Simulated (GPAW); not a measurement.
Entries from a set of simulations; values are calculated unless marked as measured.

### Quasiparticle gap of Si2MoN4 (MoSi2N4-type monolayer) in GPAW

The cell holds 7 atoms: 1 Mo, 4 N and 2 Si. Cell: a = 2.866 Å, b = 2.866 Å, c = 17.900 Å, α = 90.0°, β = 90.0°, γ = 120.0°. Vacuum lies along c.

* method: DFT, LDA, plane waves, PAW (and 1 further level or step)
* program: GPAW 26.7.0
* settings: cutoff 600 eV, GPAW PAW setups 1.2.1 data release, 12×12×1 k-mesh, nbands 216
* cost: 4 runs, 5.1 min in all on 16 MPI ranks of Arm Neoverse V2, shared host
* notes: The structure was relaxed with LDA. Limits: no spin-orbit coupling.
* LDA gap: 1.76 eV, indirect
* G0W0 gap on the mesh: 2.91 eV
* GW settings: 12×12×1 mesh, 96 bands, screening to 48 eV, full frequency, Hilbert transform
* known limits: short of the basis limit; no spin-orbit coupling

G0W0 moves the gap on the mesh from 1.76 eV to 2.91 eV (+1.16 eV), with Z of 0.77 and 0.77 at the edges. The dearest step here is «screening and self-energy».

[Paths, hosts, dates, memory and timing lines, banners, echoed tables and standing remarks are left out of the program output; an Ansatz launch command may be rebuilt from the run's recorded settings. Measured values are a selection of at most five: reports struck by readers or far from the other reports are left out. None is set beside runs whose start may be inverted or whose files or cutoffs have a known fault.]

[Runs of the session that timed out or met a known fault of the program may be left out.]

[Hosts, paths, dates, database ids (printed as entryN), source tags and the programs' standing remarks are cut or masked in the printed files.]

[Where the starting crystal was built by hand or by swapping elements, it need not be the compound's stable phase.]
